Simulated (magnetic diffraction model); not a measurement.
## Which magnetic order? Ho₂CoMo₃

Space group R-3m (no. 166), a = 5.4420 Å, c = 13.2540 Å.

```csv
site,atom,x,y,z
6c,Ho,1/3,2/3,0.5415
9e,Mo,1/6,1/3,1/3
3b,Co,1/3,2/3,1/6
```

The compound is invented for this exercise: a known structure type with other elements, its cell scaled to their sizes and not relaxed.

Only Ho and Co are taken to order (form factors of Ho3+ and Co2+); orders and moment sizes are assumed, and not adapted to the symmetry. Radiation: neutrons of λ = 2.52 Å, 5° to 80°; isotropic B of 0.21 Å² (Ho), 0.28 Å² (Mo) and 0.31 Å² (Co). Simulated constant-wavelength pattern: nuclear and magnetic terms add, the magnetic one as |2.695 fm × Σ f S⊥ exp(2πi Q·r) exp(−B s²)|², summed over all Q at one angle with the factor 1/(sin²θ cos θ). For collinear order S is the moment m, which repeats by lattice and centring translations R with the sign exp(−2πi k·R). Free-ion form factors, Sears's scattering lengths of 1992, no absorption; a label names one of the reflections at its angle. The strongest nuclear line in the range is 100, and lines under 0.2 are left out.

Above the ordering temperature:

```csv
2θ (°),index,I
32.97,(1 0 1),1.7
33.14,(0 0 3),5.0
38.30,(0 1 2),5.3
55.17,(1 1 0),21.7
55.40,(1 0 4),63.3
65.79,(0 2 1),99.4
65.89,(1 1 3),100.0
66.10,(0 1 5),49.3
69.15,(2 0 2),56.2
69.56,(0 0 6),18.8
```

Below it (cell unchanged):

```
2θ (°)      I
 16.31  247.7
 31.56  201.4
 31.65  332.9
 32.97    1.7
 33.14    5.0
 38.30    5.3
 41.81   48.5
 42.03   13.2
 50.38  132.2
 50.44  179.4
 55.17   21.7
 55.40   63.3
 57.94   12.9
 58.10   11.1
 58.21   12.8
 65.01   65.5
 65.32   75.1
 65.79   99.4
 65.89  100.0
 66.10   49.3
 69.15   56.2
 69.56   18.8
 71.55   18.5
 71.70    5.2
 71.80    9.3
 77.95   70.7
 77.99   75.4
 78.28   89.6
 78.43   34.9
```

**Question.** Check that the new lines index with k = (1/2 0 1/2), then choose among these models:
A. collinear moments along [120], 9.5 μB on Ho and 2.23 μB on Co; signs + at (1/3, 2/3, 0.5415), + at (1/3, 2/3, 0.7918), + at (1/3, 2/3, 1/6)
B. collinear moments along [120], 9.5 μB on Ho and 2.23 μB on Co; signs + at (1/3, 2/3, 0.5415), − at (1/3, 2/3, 0.7918), + at (1/3, 2/3, 1/6)
C. collinear moments along [101], 9.5 μB on Ho and 2.23 μB on Co; signs + at (1/3, 2/3, 0.5415), + at (1/3, 2/3, 0.7918), + at (1/3, 2/3, 1/6)
D. collinear moments along [101], 9.5 μB on Ho and 2.23 μB on Co; signs + at (1/3, 2/3, 0.5415), − at (1/3, 2/3, 0.7918), + at (1/3, 2/3, 1/6)

The new lines index as (1/2 0 1/2) at 16.31°, (1/2 -1 3/2) at 31.56°, (1/2 0 -5/2) at 31.65° and (1/2 1 -1/2) at 41.81°, that is as H ± k with k = (1/2 0 1/2), one of 3 inequivalent arms of its star (k and −k counted as one), which a powder can't tell apart. Half indices mean that the moments reverse under translations with k·R a half-integer, and the magnetic cell has twice the primitive volume.

Magnetic intensity, observed (below minus above) and for each model:

| 2θ (°) | index | observed | A | B | C | D |
| --- | --- | --- | --- | --- | --- | --- |
| 16.31 | (1/2 0 1/2) | 247.7 | 863.3 | 247.7 | 683.3 | 196.0 |
| 31.56 | (1/2 -1 3/2) | 201.4 | 48.0 | 201.4 | 77.6 | 326.0 |
| 31.65 | (1/2 0 -5/2) | 332.9 | 50.0 | 332.9 | 31.1 | 206.8 |
| 41.81 | (1/2 1 -1/2) | 48.5 | 174.8 | 48.5 | 311.5 | 86.4 |
| 42.03 | (1/2 0 7/2) | 13.2 | 154.0 | 13.2 | 6.0 | 0.5 |
| 50.44 | (1/2 1 5/2) | 179.4 | 27.1 | 179.4 | 18.6 | 123.3 |
| 57.94 | (3/2 -2 1/2) | 12.9 | 47.8 | 12.9 | 151.3 | 40.7 |
| 58.21 | (1/2 -1 9/2) | 12.8 | 132.7 | 12.8 | 52.7 | 5.1 |

Model B matches.

The structure used: k = (1/2 0 1/2), collinear moments along [120], 9.5 μB on Ho and 2.23 μB on Co; signs + at (1/3, 2/3, 0.5415), − at (1/3, 2/3, 0.7918), + at (1/3, 2/3, 1/6).

[Logs are printed without paths, hosts, clocks, repeated set-up lines and the standing remarks that a program may print on its own settings, such as how far it seeks lower states.]
